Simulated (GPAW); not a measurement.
**Zn2CdS3 (ordered alloy, started on the zincblende lattice) (P3m1): G0W0 on several meshes in GPAW**

Aim: the GW shift of Zn2CdS3 (ordered alloy, started on the zincblende lattice) (P3m1) against the k mesh.

Calculated with GPAW 26.7.0; LDA and many-body steps on it, plane waves.

Most raw output is cut from this account.

The structure was built from a prototype and need not be the compound's stable phase.

## (1) Set-up

The structure is trigonal, space group P3m1 (No. 156). The conventional cell has a = 3.832 Å, b = 3.832 Å, c = 9.505 Å, α = 90.00°, β = 90.00°, γ = 120.00°. Zn has 4 S at 2.28 to 2.32 Å nearest. Nearest to S lie 4 Zn at 2.29 to 2.32 Å. Nearest to Zn lie 4 S at 2.29 to 2.33 Å. S has 3 Zn at 2.33 Å and 1 Cd at 2.47 Å nearest. Nearest to Cd lie 4 S at 2.44 to 2.47 Å. Nearest to S lie 1 Zn at 2.28 Å and 3 Cd at 2.44 Å. Farther neighbours and most contacts between anions are not listed.

Coordinates:

```cif
data_structure
_symmetry_space_group_name_H-M 'P 1'
_symmetry_Int_Tables_number 1
_cell_length_a 3.8319
_cell_length_b 3.8319
_cell_length_c 9.5054
_cell_angle_alpha 90.000
_cell_angle_beta 90.000
_cell_angle_gamma 120.000
_cell_volume 120.87
loop_
_atom_site_label
_atom_site_type_symbol
_atom_site_fract_x
_atom_site_fract_y
_atom_site_fract_z
_atom_site_occupancy
Zn1 Zn 0.00000 0.00000 0.99069 1
S2 S 0.66667 0.33333 0.91578 1
Zn3 Zn 0.66667 0.33333 0.67481 1
S4 S 0.33333 0.66667 0.59911 1
Cd5 Cd 0.33333 0.66667 0.33920 1
S6 S 0.00000 0.00000 0.23041 1
```

The structure was relaxed with LDA. The structure type comes from a generator and need not be one that this composition takes. The runs that relaxed it are not among those shown.

## (2) Empty states on the mesh, 3×3×2 mesh, 416 bands

This step: GPAW 26.7.0; DFT, LDA, plane waves, PAW.

The sums over transitions need many empty states on a uniform mesh; this step solves for them.

Input file run.py:

```python
import json
import numpy as np
from gpaw.mpi import world
from gpaw import GPAW

calc = GPAW('gs.gpw').fixed_density(kpts={'size': (3, 3, 2), 'gamma': True},
    parallel={'domain': 1, 'band': 1},
    txt='nscf.txt')
calc.diagonalize_full_hamiltonian(nbands=416)
calc.write('full.gpw', mode='all')
res = {}
kpts = calc.get_ibz_k_points()
res['kpts'] = kpts
res['eigenvalues'] = [calc.get_eigenvalues(kpt=k) for k in range(len(kpts))]
res['n_electrons'] = calc.get_number_of_electrons()

if world.rank == 0:
    with open('result.json', 'w') as f:
        json.dump(res, f, default=lambda x: x.tolist())
```

Command:

```
mpirun -n 4 gpaw python run.py
```

It took 2.8 min on 4 MPI ranks of Arm Neoverse V1, shared host; peak memory 5.4 GiB; 11 min of CPU time.

Numbers from this step:

```yaml
gap: 1.406 eV
k_of_the_valence_top: 0, 0, 0
k_of_the_conduction_bottom: 0, 0, 0
least_direct_gap: 1.406 eV
k_points_computed: 6
lowest_point_of_the_top_converged_band_above_the_valence_top: 115.0470 eV
```

On this mesh the gap is 1.406 eV.

## (3) 3×3×2

G0W0 replaces the xc potential by the self-energy, built once from these orbitals. Only a window of levels is corrected, while the sums run over the empty bands that the input names.

This step: G0W0 on LDA, plane waves, PAW.

Input file run.py:

```python
import json
import numpy as np
from gpaw.mpi import world
from gpaw.response.g0w0 import G0W0

gw = G0W0('full.gpw',
    filename='gw',
    kpts=[0],
    bands=(25, 29),
    ecut=78,
    nbands=189,
    integrate_gamma='WS',
    ppa=True)
gw.calculate()
res = {mode: {k: v for k, v in r.items() if k != 'sigma_eskwn'}
       for mode, r in gw.all_results.items()}

if world.rank == 0:
    with open('result.json', 'w') as f:
        json.dump(res, f, default=lambda x: x.tolist())
```

Command:

```
mpirun -n 4 gpaw python run.py
```

Elapsed: 56 s, on 4 MPI ranks; peak memory 2 GiB.

Numbers from this step:

```yaml
g0w0_gap_on_the_points_computed: 2.649 eV
least_direct_g0w0_gap_on_the_computed_points: 2.649 eV
z_at_the_valence_top: 0.7861
z_at_the_conduction_bottom: 0.8114
starting_gap_on_the_mesh: 1.406 eV
k_of_the_valence_top: 0, 0, 0
k_of_the_conduction_bottom: 0, 0, 0
```

The gap on the mesh goes from 1.41 eV to 2.65 eV, a correction of +1.24 eV.

## (4) Empty states on the mesh, 3×3×1 mesh, 199 bands

This step: DFT, LDA, plane waves, PAW.

Input file run.py:

```python
import json
import numpy as np
from gpaw.mpi import world
from gpaw import GPAW

calc = GPAW('gs.gpw').fixed_density(kpts={'size': (3, 3, 1), 'gamma': True},
    nbands=232,
    convergence={'bands': 199},
    txt='nscf.txt')
calc.write('full.gpw', mode='all')
res = {}
kpts = calc.get_ibz_k_points()
res['kpts'] = kpts
res['eigenvalues'] = [calc.get_eigenvalues(kpt=k) for k in range(len(kpts))]
res['n_electrons'] = calc.get_number_of_electrons()

if world.rank == 0:
    with open('result.json', 'w') as f:
        json.dump(res, f, default=lambda x: x.tolist())
```

Command:

```
mpirun -n 4 gpaw python run.py
```

It took 43 s on 4 MPI ranks; peak memory 0.82 GiB; 2.9 min of CPU time.

Numbers from this step:

```
gap                                                           : 1.406 eV
k of the valence top                                          : 0, 0, 0
k of the conduction bottom                                    : 0, 0, 0
least direct gap                                              : 1.406 eV
k points computed                                             : 3
lowest point of the top converged band, above the valence top : 64.4825 eV
```

On this mesh the gap is 1.406 eV.

## (5) 3×3×1

This step: G0W0 on LDA, plane waves, PAW.

Input file run.py:

```python
import json
import numpy as np
from gpaw.mpi import world
from gpaw.response.g0w0 import G0W0

gw = G0W0('full.gpw',
    filename='gw',
    kpts=[0],
    bands=(25, 29),
    ecut=78,
    nbands=189,
    integrate_gamma='WS',
    ppa=True)
gw.calculate()
res = {mode: {k: v for k, v in r.items() if k != 'sigma_eskwn'}
       for mode, r in gw.all_results.items()}

if world.rank == 0:
    with open('result.json', 'w') as f:
        json.dump(res, f, default=lambda x: x.tolist())
```

Command:

```
mpirun -n 4 gpaw python run.py
```

Run time: 23 s. Hardware: 4 MPI ranks; peak memory 1.7 GiB; 90 s of CPU time.

This step gave:

| Quantity | Value |
| --- | --- |
| G0W0 gap on the points computed | 2.574 eV |
| least direct G0W0 gap on the computed points | 2.574 eV |
| Z at the valence top | 0.7826 |
| Z at the conduction bottom | 0.8069 |
| starting gap on the mesh | 1.406 eV |
| k of the valence top | 0, 0, 0 |
| k of the conduction bottom | 0, 0, 0 |

Against G0W0 in GPAW (3×3×2 mesh, 189 bands, screening to 78 eV, Godby-Needs plasmon pole), the gap moves by −0.075 eV.

## (6) The runs together

Times are wall times on 4 MPI ranks of Arm Neoverse V1, shared host, good to a factor of about two.

```csv
run,mesh,bands,screening cutoff (eV),DFT gap (eV),gap on the mesh (eV),direct (eV),time
3×3×2,3×3×2,189,78,1.406,2.649,2.649,56 s
3×3×1,3×3×1,189,78,1.406,2.574,2.574,23 s
```

## (7) Results

| Quantity | Value |
| --- | --- |
| 3×3×2 | 2.649 eV |
| 3×3×1 | 2.574 eV |
| known limits | not at the basis limit; no spin-orbit coupling; coarse k mesh |

**Reading.** 3×3×1: −0.075 eV against 3×3×2. Bands and cutoff are finite, so the gap is not at the basis limit. The miss can reach some tenths of an eV and take either sign; the mesh is an error of its own. These stock PAW sets were not made for GW. In the G0W0 runs levels were corrected at 1 k point alone, so a gap called «on the mesh» is the least over those, and an edge elsewhere would be missed. The 3×3×2 mesh is coarse for this cell, which bears on the long-range parts of exchange and screening. The many-body steps are scalar-relativistic: spin-orbit coupling is not in them.

[Paths, hosts, dates, memory and timing lines, banners, echoed tables and standing remarks are left out of the program output.]

[Logs are printed without paths, hosts, clocks, repeated set-up lines and the standing remarks that a program may print on its own settings, such as how far it seeks lower states.]

[Runs of the session that timed out or met a known fault of the program may be left out.]

[Hosts, paths, dates, database ids (printed as entryN), source tags and the programs' standing remarks are cut or masked in the printed files.]
